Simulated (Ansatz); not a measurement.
## One crystal, many levels of theory: GaN (P6_3mc)

Wanted: a ladder of band gaps for GaN (P6_3mc), from density functionals to G0W0.

Program: Ansatz 0.2.0. Level of theory: density functionals, hybrids and G0W0, plane waves, PAW. Results are calculated unless marked as measured.

The database entry behind the starting cell has ideal inner coordinates that were not refined, so it need not match the best structure at ambient conditions.

### Step 1. The starting structure

Symmetry: P6_3mc, No. 186, hexagonal system. Conventional cell: a = 3.190 Å, b = 3.190 Å, c = 5.189 Å, α = 90.00°, β = 90.00°, γ = 120.00°. Ga has 4 N at 1.95 Å nearest. N has 4 Ga at 1.95 Å nearest. Farther neighbours and most contacts between anions are not listed.

Structure file:

```cif
data_structure
_symmetry_space_group_name_H-M 'P 1'
_symmetry_Int_Tables_number 1
_cell_length_a 3.1900
_cell_length_b 3.1900
_cell_length_c 5.1890
_cell_angle_alpha 90.000
_cell_angle_beta 90.000
_cell_angle_gamma 120.000
_cell_volume 45.73
loop_
_atom_site_label
_atom_site_type_symbol
_atom_site_fract_x
_atom_site_fract_y
_atom_site_fract_z
_atom_site_occupancy
Ga1 Ga 0.66667 0.33333 0.00000 1
Ga2 Ga 0.33333 0.66667 0.50000 1
N3 N 0.66667 0.33333 0.37500 1
N4 N 0.33333 0.66667 0.87500 1
```

The cell and positions come from the Crystallography Open Database and are kept as given unless a step says otherwise. The default PAW set here is soft_2. Its files were made with PBE.

### Step 2. LDA on the 12×12×4 mesh

This step: DFT, LDA, plane waves, PAW.

Input file input.yaml:

```yaml
crystal:
  lattice:
    - [3.19, 0.0, 0.0]
    - [-1.595, 2.7626210381, 0.0]
    - [0.0, 0.0, 5.189]
  atoms:
    - { symbol: Ga, position: [0.6666666667, 0.3333333333, 0.0] }
    - { symbol: Ga, position: [0.3333333333, 0.6666666667, 0.5] }
    - { symbol: "N", position: [0.6666666667, 0.3333333333, 0.375] }
    - { symbol: "N", position: [0.3333333333, 0.6666666667, 0.875] }
kpoints:
  mp_grid: { grid: [12, 12, 4] }
  band_path:
    path:
      - [0.0, 0.0, 0.0]
      - [0.5, 0.0, 0.0]
      - [0.33333333, 0.33333333, 0.0]
      - [0.0, 0.0, 0.5]
      - [0.5, 0.0, 0.5]
      - [0.33333333, 0.33333333, 0.5]
    npoints: 1
hamiltonian:
  xc: lda
scf:
  occupations: { method: fixed }
  n_extra_bands: 5
output:
  eigenvalues: true
```

On the command line:

```sh
> ansatz run input.yaml --threads 3 --pin off --max-ram 92160MiB --backend cuda --events-out ev --progress --plain --runs-dir out --devices 1 --max-vram 13GiB  # rebuilt from the run's record
```

Numbers of over 12 decimals in the logs are rounded to 6 here.

What it wrote:

```text
scf.n_extra_bands = 5 over 18 filled bands (N_el = 36.0): the run solves 23 bands
GPUs: using 1 of 1 available (devices: 1).
Engine: ansatz 0.2.0, x86_64-unknown-linux-gnu
Pseudopotentials: kind: paw
Pseudopotential: Ga, paw, valence charge 13, recommended cutoff 420 eV (normal), Ga.paw.azcp
Pseudopotential: N, paw, valence charge 5, recommended cutoff 420 eV (normal), N.paw.azcp
Functional definition: SPW92
  exchange = slater_x
  correlation = pw_c
device memory: the entry about to start is reckoned to put 1.6 GiB on a device that reports 37.1 GiB free (of which the cap on the GPU budget leaves the run 13.0 GiB)
GPU FFT provider: cuFFT
GPU libraries: cuBLAS 13.8.2, cuFFT 12.4.0, cuSOLVER 12.3.4
Crystal: 4 atoms, lattice volume = 45.729 Å³
Basis set: ecut = 420 eV, 917 PW (Γ)
Bands: 23, of which v1, the nominal top of the filled ones, is band 18 counted from 1 (17 counted from 0)
Symmetry: 12 space group operations
Space group: P63mc (ITA 186), of the structure as read, at distance tolerance 3.6e-5 Å
k-points: 57 of 576 (time reversal used)
Non-local potential: Ga, projectors of the file, l = 0: 2, l = 1: 2, l = 2: 3, l = 3: 1
Non-local potential: N, projectors of the file, l = 0: 2, l = 1: 2, l = 2: 1
PAW form: soft (Blöchl's): semilocal exchange-correlation on the pseudo side does not see the compensation charge
PAW frozen core: Ga, regenerated for the run's functional, and the local potential with it (the file was generated under x = pbe(κ = 0.804, μ = 0.219515), c = pbe(β = 0.066725))
PAW frozen core: N, regenerated for the run's functional, and the local potential with it (the file was generated under x = pbe(κ = 0.804, μ = 0.219515), c = pbe(β = 0.066725))
PAW one-centre angular grid: Ga, 590 points (default); XC on 64 Gauss nodes
PAW one-centre angular grid: N, 110 points (default); XC on 64 Gauss nodes
Initial density: superposition of atomic densities (neutral atoms: chi_scale 0, normalization atom), corrected by the library's trained network
Initial wavefunctions: pseudopotential atomic-orbital guess
GPU buffer pool allocated for 20736 grid points (all kernels)
GPU transforms: local potential and band sums: pruned to the plane-wave sphere, on 24×24×36
Functional: x = slater, c = lda
SCF iter   1: F=—  HF=-8164.180760 eV  |F-HF|=—  |Δ(HF+E_count)|=         —  Δρ=1.36e-2  dr2=8.21e-2  ethr=1.77e-3  ⟨swp⟩=3.7  Hψ=4799  notcnv=0  defer=87
preconditioner: auto → Resta (q_TF=auto, 2.622 Å⁻¹)  ε∞=4.7  [insulator: Δε(μ)=1.790 eV  Ē_g=17.092 eV  n_scr=22 (ndim 8)  ℏωp=32.9 eV  f_vac=0.009  ε∞_Penn≈4.7]
SCF iter   2: F=—  HF=-8164.157727 eV  |F-HF|=—  |Δ(HF+E_count)|=   2.30e-2  Δρ=3.56e-3  dr2=3.10e-3  ethr=2.28e-4  ⟨swp⟩=2.2  Hψ=2157  notcnv=0  defer=168
SCF iter   3: F=—  HF=-8164.156910 eV  |F-HF|=—  |Δ(HF+E_count)|=   8.18e-4  Δρ=1.64e-3  dr2=5.85e-4  ethr=8.62e-6  ⟨swp⟩=2.0  Hψ=1384  notcnv=0  defer=169
SCF iter   4: F=—  HF=-8164.156735 eV  |F-HF|=—  |Δ(HF+E_count)|=   1.74e-4  Δρ=1.10e-4  dr2=3.46e-6  ethr=1.63e-6  ⟨swp⟩=2.6  Hψ=2086  notcnv=0  defer=167
SCF iter   5: F=—  HF=-8164.156779 eV  |F-HF|=—  |Δ(HF+E_count)|=   4.31e-5  Δρ=4.37e-5  dr2=5.81e-7  ethr=9.60e-9  ⟨swp⟩=2.2  Hψ=2143  notcnv=0  defer=57
SCF iter   6: F=-8164.156778 eV  HF=-8164.156778 eV  |F-HF|=5.41e-8  |Δ(HF+E_count)|=   6.33e-7  Δρ=1.36e-5  dr2=7.75e-8  ethr=2.78e-10  ⟨swp⟩=6.9  Hψ=5363  notcnv=0
SCF 1 converged in 6 iterations: F = -8164.156778 eV  dr2 = 7.75e-8
[...]
device memory: the entry about to start is reckoned to put 0.9 GiB on a device that reports 37.0 GiB free (of which the cap on the GPU budget leaves the run 13.0 GiB)
NSCF: frozen V_eff on 6 k-points
SCF converged after 6 iterations
Free energy (F): -8164.156778 eV
Harris-Foulkes:  -8164.156778 eV  (|F-HF|=5.41e-8)
Internal energy: -8164.156778 eV  (E = F + TS)
E sigma→0 (E₀):  -8164.156778 eV
Fermi energy:    9.318993 eV
--- Per-component energies (eV) ---
  E_band       = -25.548033
  E_kinetic    = 493.223390
  E_local      = -3912.334715  (includes V_loc(G=0)·N_el)
  E_nonlocal   = 955.154061
  E_hartree    = 1794.367050
  E_xc         = -255.363291
  E_vxc        = -268.019500  (∫ρ·V_xc dr)
  E_paw        = -4070.311873  (= ΣΔE_a)
  E_vpaw       = -882.323353  (= ΣTr[D̂ρ^β])
  E_aug_tail   = 0.000100  (compensation charges beyond the density's cutoff)
  E_ewald      = -3172.508547
  E_core_change = 3.617048  (= ΣΔE_core)
  E_smearing   = -0.000000  (= −TS)
  E_closure    = 0.000000  (closes the sum)
  Σ components = -8164.156778   (vs F -8164.156778, Δ=0.00e0)
--- Band table (eV; the first three rows and the last of 57) ---
  k-point 0: bands = [... 14 lower, 8.2619, 9.2518, 9.3190, 9.3190, 11.2160, 13.4555, 18.3464, 19.0073, ... 1 higher]
  k-point 1: bands = [... 14 lower, 8.4102, 8.4102, 9.1571, 9.1571, 12.3884, 13.5674, 17.9613, 18.6860, ... 1 higher]
  k-point 2: bands = [... 14 lower, 8.7770, 8.7770, 8.7770, 8.7770, 13.4832, 13.4832, 17.6293, 17.6293, ... 1 higher]
  k-point 56: bands = [... 14 lower, 5.0896, 5.0896, 7.8086, 7.8086, 15.6165, 15.6165, 16.4731, 16.4731, ... 1 higher]
```

Run time: 3.1 s. Hardware: 1 × NVIDIA H100 80GB HBM3 (shared by 6 runs) with 3 threads of AMD EPYC 7R13 (Zen 3), shared host; peak memory 0.89 GiB.

Reading the cycles: dr2 is the Hartree energy of the density residual (eV), the measure of convergence; HF is the Harris–Foulkes estimate of the energy, which meets the free energy F at convergence.

This step gave:

```
gap                  : 1.897 eV
valence top at       : Γ
conduction bottom at : Γ
least direct gap     : 1.897 eV
```

Over mesh and listed points the gap is 1.897 eV, direct, at k = Γ.

### Step 3. PBE on the 12×12×4 mesh

Levels along a band path and on the mesh show where this functional puts the band edges.

This step: DFT, PBE, plane waves, PAW.

Input file input.yaml:

```yaml
crystal:
  lattice:
    - [3.19, 0.0, 0.0]
    - [-1.595, 2.7626210381, 0.0]
    - [0.0, 0.0, 5.189]
  atoms:
    - { symbol: Ga, position: [0.6666666667, 0.3333333333, 0.0] }
    - { symbol: Ga, position: [0.3333333333, 0.6666666667, 0.5] }
    - { symbol: "N", position: [0.6666666667, 0.3333333333, 0.375] }
    - { symbol: "N", position: [0.3333333333, 0.6666666667, 0.875] }
kpoints:
  mp_grid: { grid: [12, 12, 4] }
  band_path:
    path:
      - [[0.0, 0.0, 0.0], [0.5, 0.0, 0.0], [0.33333333, 0.33333333, 0.0], [0.0, 0.0, 0.0], [0.0, 0.0, 0.5], [0.5, 0.0, 0.5], [0.33333333, 0.33333333, 0.5], [0.0, 0.0, 0.5]]
      - [[0.5, 0.0, 0.5], [0.5, 0.0, 0.0]]
      - [[0.33333333, 0.33333333, 0.5], [0.33333333, 0.33333333, 0.0]]
    npoints: 10
hamiltonian:
  xc: pbe
scf:
  occupations: { method: fermi_dirac, width: 0.02 }
  n_extra_bands: 5
output:
  eigenvalues: true
  write_density: true
  write_potential: true
  elf: true
  volumetric_format: npy
```

What it wrote:

```text
[...]
GPUs: using 1 of 1 available (devices: 1).
[...]
GPU FFT provider: cuFFT
GPU libraries: cuBLAS 13.8.2, cuFFT 12.4.0, cuSOLVER 12.3.4
Crystal: 4 atoms, lattice volume = 45.729 Å³
Basis set: ecut = 420 eV, 917 PW (Γ)
Bands: 23, of which v1, the nominal top of the filled ones, is band 18 counted from 1 (17 counted from 0)
Symmetry: 12 space group operations
[...]
k-points: 57 of 576 (time reversal used)
[...]
GPU buffer pool allocated for 20736 grid points (all kernels)
[...]
SCF iter   1: F=—  HF=-8335.814833 eV  |F-HF|=—  |Δ(HF+E_count)|=         —  Δρ=8.62e-4  dr2=2.09e-4  ethr=1.77e-3  ⟨swp⟩=4.7  Hψ=5394  notcnv=0
[...]
SCF iter   6: F=-8335.815653 eV  HF=-8335.815653 eV  |F-HF|=4.25e-9  |Δ(HF+E_count)|=   2.59e-7  Δρ=3.15e-6  dr2=4.01e-9  ethr=2.59e-10  ⟨swp⟩=3.5  Hψ=4904  notcnv=0
SCF 1 converged in 6 iterations: F = -8335.815653 eV  dr2 = 4.01e-9
[...]
NSCF: frozen V_eff on 93 k-points, pencils in batches of 32, up to order 104
SCF converged after 6 iterations
Free energy (F): -8335.815653 eV
[...]
Internal energy: -8335.815653 eV  (E = F + TS)
E sigma→0 (E₀):  -8335.815653 eV
Fermi energy:    10.642687 eV
[...]
--- Band table (eV; the first three rows and the last of 57) ---
  k-point 0: bands = [... 14 lower, 8.6450, 9.6255, 9.6893, 9.6893, 11.5790, 13.9333, 18.8698, 19.5672, ... 1 higher]
  k-point 1: bands = [... 14 lower, 8.7916, 8.7916, 9.5298, 9.5298, 12.7765, 14.0368, 18.4838, 19.2478, ... 1 higher]
  k-point 2: bands = [... 14 lower, 9.1543, 9.1543, 9.1543, 9.1543, 13.9149, 13.9149, 18.1697, 18.1697, ... 1 higher]
  k-point 56: bands = [... 14 lower, 5.5172, 5.5172, 8.1971, 8.1971, 16.1055, 16.1055, 16.9860, 16.9860, ... 1 higher]
```

The job ended after 6.5 s (1 × NVIDIA H100 80GB HBM3 (shared by 6 runs) with 3 threads; peak memory 0.9 GiB; 6 s of CPU time).

This step gave:

```
filled bands         : 18
gap                  : 1.890 eV
valence top at       : Γ
conduction bottom at : Γ
least direct gap     : 1.890 eV
```

Over mesh and path the gap is 1.890 eV, direct, at k = Γ. PBE against LDA: 1.890 − 1.897 = −0.007 eV, with the same mesh, files and cutoff, and both edges at the same k points.

### Step 4. PBE+SOC on the 12×12×4 mesh

This run has two-component orbitals with spin-orbit coupling.

This step: DFT, PBE with spin-orbit coupling, plane waves, PAW.

input.yaml, the sections that differ from step 3:

```yaml
kpoints:
  mp_grid: { grid: [12, 12, 4] }
  band_path:
    path:
      - [0.0, 0.0, 0.0]
      - [0.5, 0.0, 0.0]
      - [0.33333333, 0.33333333, 0.0]
      - [0.0, 0.0, 0.5]
      - [0.5, 0.0, 0.5]
      - [0.33333333, 0.33333333, 0.5]
    npoints: 1
scf:
  occupations: { method: fixed }
  n_extra_bands: 10
magnetization:
  noncollinear: true
  spin_orbit: true
output:
  eigenvalues: true
# crystal, hamiltonian: as in step 3
```

What it wrote:

```text
[...]
GPUs: using 1 of 1 available (devices: 1).
[...]
non-collinear run that drives no moment, with spin-orbit: no starting moment large enough to seed its density (crystal.atoms[].spin), no starting occupations that ask for one, no magnetisation constraint and no magnetic field, so the semilocal B_xc is pinned to zero
[...]
GPU FFT provider: cuFFT
[...]
k-point 0: bands = [... 32 lower, 9.6864, 9.6864, 9.6923, 9.6923, 11.5789, 11.5789, 13.9330, 13.9330, ... 6 higher]
  k-point 1: bands = [... 32 lower, 9.5240, 9.5240, 9.5346, 9.5346, 12.7761, 12.7761, 14.0363, 14.0363, ... 6 higher]
  k-point 2: bands = [... 32 lower, 9.1629, 9.1629, 9.1629, 9.1629, 13.9142, 13.9142, 13.9142, 13.9142, ... 6 higher]
  k-point 56: bands = [... 32 lower, 8.1928, 8.1928, 8.1996, 8.1996, 16.0917, 16.0917, 16.1173, 16.1173, ... 6 higher]
[key lines of the parts left out:]
SCF converged after 8 iterations
Magnetization: |M| = 0.0000 μB,  M = (+0.0000, +0.0000, +0.0000) μB
Free energy (F): -8335.976855 eV
Fermi energy:    9.692257 eV
```

Elapsed: 8.9 s, on 1 × NVIDIA H100 80GB HBM3 (shared by 6 runs) with 3 threads; peak memory 0.94 GiB.

Numbers from this step:

* gap: 1.887 eV
* valence top at: Γ
* conduction bottom at: Γ
* least direct gap: 1.887 eV

Over mesh and listed points the gap is 1.887 eV, direct, at k = Γ. PBE+SOC against PBE: 1.887 − 1.890 = −0.003 eV, with the same mesh, set of files (read in its fully relativistic form for the spin-orbit run) and cutoff, and both edges at the same k points. The spin-orbit run sees mesh and listed points alone, so its gap is an upper bound: the coupling can move an edge off these points, the more so as this crystal has no centre of inversion, and the change over the zone, its sign included where it is small, is not known.

### Step 5. r2SCAN on the 12×12×4 mesh

r2SCAN is a meta-GGA: it depends on the kinetic-energy density as well as on the density and its gradient.

This step: DFT, r2SCAN, plane waves, PAW.

Changes to input.yaml since step 4:

```diff
@@ -22,10 +22,11 @@
 hamiltonian:
-  xc: pbe
+  xc: r2scan
 scf:
   occupations: { method: fixed }
-  n_extra_bands: 10
-magnetization:
-  noncollinear: true
-  spin_orbit: true
+  n_extra_bands: 5
 output:
   eigenvalues: true
+  write_density: true
+  write_potential: true
+  elf: true
+  volumetric_format: npy
```

What it wrote:

```text
[...]
GPUs: using 1 of 1 available (devices: 1).
[...]
GPU FFT provider: cuFFT
GPU libraries: cuBLAS 13.8.2, cuFFT 12.4.0, cuSOLVER 12.3.4
Crystal: 4 atoms, lattice volume = 45.729 Å³
Basis set: ecut = 500 eV, 1141 PW (Γ), exchange–correlation on 96×96×160 points (64 copies of the dense FFT grid, shifted against one another)
[...]
--- Band table (eV; the first three rows and the last of 57) ---
  k-point 0: bands = [... 14 lower, 8.3391, 9.3514, 9.4133, 9.4133, 11.7179, 14.2087, 19.3441, 19.9637, ... 1 higher]
  k-point 1: bands = [... 14 lower, 8.4897, 8.4897, 9.2494, 9.2494, 12.9253, 14.3079, 18.9311, 19.6850, ... 1 higher]
  k-point 2: bands = [... 14 lower, 8.8628, 8.8628, 8.8628, 8.8628, 14.1450, 14.1450, 18.5917, 18.5917, ... 1 higher]
  k-point 56: bands = [... 14 lower, 5.1514, 5.1514, 7.8762, 7.8762, 16.4212, 16.4212, 17.2523, 17.2523, ... 1 higher]
[key lines of the parts left out:]
SCF converged after 8 iterations
Free energy (F): -8352.772261 eV
Fermi energy:    9.413340 eV
```

Elapsed: 7.9 s, on 1 × NVIDIA H100 80GB HBM3 (shared by 6 runs) with 3 threads; peak memory 0.95 GiB; 6.7 s of CPU time.

Numbers from this step:

| Quantity | Value |
| --- | --- |
| gap | 2.305 eV |
| valence top at | Γ |
| conduction bottom at | Γ |
| least direct gap | 2.305 eV |

Over mesh and listed points the gap is 2.305 eV, direct, at k = Γ. r2SCAN against PBE: 2.305 − 1.890 = +0.415 eV. The runs also differ in plane-wave cutoff (420 eV and 500 eV), so how much of this comes from the functional alone is not known.

### Step 6. HSE06 on the 6×6×4 mesh

HSE06 mixes in a quarter of exact exchange at short range.

This step: DFT, HSE06, plane waves, PAW.

Changes to input.yaml since step 5:

```diff
@@ -11,3 +11,3 @@
 kpoints:
-  mp_grid: { grid: [12, 12, 4] }
+  mp_grid: { grid: [6, 6, 4] }
   band_path:
@@ -22,3 +22,3 @@
 hamiltonian:
-  xc: r2scan
+  xc: hse06
 scf:
```

What it wrote:

```text
[...]
GPUs: using 1 of 1 available (devices: 1).
[...]
davidson cushion auto → on  (no smearing: the cushion is to keep the highest requested band from converging to the state above it; pin scf.eigensolver.cushion to override)
[...]
GPU FFT provider: cuFFT
GPU libraries: cuBLAS 13.8.2, cuFFT 12.4.0, cuSOLVER 12.3.4
Crystal: 4 atoms, lattice volume = 45.729 Å³
Basis set: ecut = 420 eV, 917 PW (Γ)
[...]
Fermi energy:    8.861885 eV
[...]
--- Band table (eV; the first three rows and the last of 21) ---
  k-point 0: bands = [... 14 lower, 7.7324, 8.8007, 8.8619, 8.8619, 12.0097, 14.5305, 19.7965, 20.3094, ... 1 higher]
  k-point 1: bands = [... 14 lower, 7.8904, 7.8904, 8.6887, 8.6887, 13.2115, 14.6414, 19.3487, 20.0125, ... 1 higher]
  k-point 2: bands = [... 14 lower, 8.2820, 8.2820, 8.2820, 8.2820, 14.4917, 14.4917, 18.9345, 18.9345, ... 1 higher]
  k-point 20: bands = [... 14 lower, 4.3738, 4.3738, 7.2650, 7.2650, 16.7410, 16.7410, 17.5385, 17.5385, ... 1 higher]
[key lines of the parts left out:]
Free energy (F): -8336.817258 eV
```

Wall time 16 s (1 × NVIDIA H100 80GB HBM3 (shared by 6 runs) with 3 threads); peak memory 1.4 GiB.

This step gave:

* gap: 3.148 eV
* valence top at: Γ
* conduction bottom at: Γ
* least direct gap: 3.148 eV
* exact-exchange fraction: 0.25

Over mesh and listed points the gap is 3.148 eV, direct, at k = Γ. HSE06 against PBE: 3.148 − 1.890 = +1.258 eV. The runs also differ in mesh (12×12×4 and 6×6×4), so how much of this comes from the functional alone is not known.

### Step 7. PBE0 on the 6×6×4 mesh

PBE0 mixes in a quarter of exact exchange at all distances.

This step: DFT, PBE0, plane waves, PAW.

Changes to input.yaml since step 6:

```diff
@@ -22,3 +22,3 @@
 hamiltonian:
-  xc: hse06
+  xc: pbe0
 scf:
@@ -28,5 +28 @@
   eigenvalues: true
-  write_density: true
-  write_potential: true
-  elf: true
-  volumetric_format: npy
```

What it wrote:

```text
[...]
GPUs: using 1 of 1 available (devices: 1).
[...]
GPU FFT provider: cuFFT
GPU libraries: cuBLAS 13.8.2, cuFFT 12.4.0, cuSOLVER 12.3.4
Crystal: 4 atoms, lattice volume = 45.729 Å³
Basis set: ecut = 420 eV, 917 PW (Γ)
Bands: 23, of which v1, the nominal top of the filled ones, is band 18 counted from 1 (17 counted from 0)
Symmetry: 12 space group operations
[...]
k-points: 21 of 144 (time reversal used)
[...]
Fermi energy:    8.487715 eV
[...]
--- Band table (eV; the first three rows and the last of 21) ---
  k-point 0: bands = [... 14 lower, 7.3467, 8.4300, 8.4877, 8.4877, 12.3264, 14.8838, 20.1860, 20.6872, ... 1 higher]
  k-point 1: bands = [... 14 lower, 7.5052, 7.5052, 8.3106, 8.3106, 13.5505, 14.9961, 19.7367, 20.3892, ... 1 higher]
  k-point 2: bands = [... 14 lower, 7.8991, 7.8991, 7.8991, 7.8991, 14.8499, 14.8499, 19.3156, 19.3156, ... 1 higher]
  k-point 20: bands = [... 14 lower, 3.9536, 3.9536, 6.8761, 6.8761, 17.1100, 17.1100, 17.9155, 17.9155, ... 1 higher]
[key lines of the parts left out:]
Free energy (F): -8337.027226 eV
```

The job ended after 21 s (1 × NVIDIA H100 80GB HBM3 (shared by 6 runs) with 3 threads; peak memory 1.4 GiB).

This step gave:

```yaml
gap: 3.839 eV
valence_top_at: Γ
conduction_bottom_at: Γ
least_direct_gap: 3.839 eV
exact_exchange_fraction: 0.25
```

Over mesh and listed points the gap is 3.839 eV, direct, at k = Γ. PBE0 against HSE06: 3.839 − 3.148 = +0.691 eV, with the same mesh, files and cutoff, and both edges at the same k points.

[end of part 1 of 2]

[Paths, hosts, dates, memory and timing lines, banners, echoed tables and standing remarks are left out of the program output.]

[Logs are printed without paths, hosts, clocks, repeated set-up lines and the standing remarks that a program may print on its own settings, such as how far it seeks lower states.]

[Runs of the session that timed out or met a known fault of the program may be left out.]

[Cells called generated may have been cut or substituted from an entry of the Crystallography Open Database or the Materials Project.]

[Hosts, paths, dates, database ids (printed as entryN), source tags and the programs' standing remarks are cut or masked in the printed files.]

[Where an RPA ε∞ is given, it is that of the G0W0 mesh and is not shown converged in it. Names of k-points follow the symmetry that the program found, which can be lower than the space group named. Band edges on a path are those of the sampled points; other points can move an edge, and change direct to indirect where valleys lie close.]

[Hybrid gaps are those of their k-mesh and are not shown converged in it.]
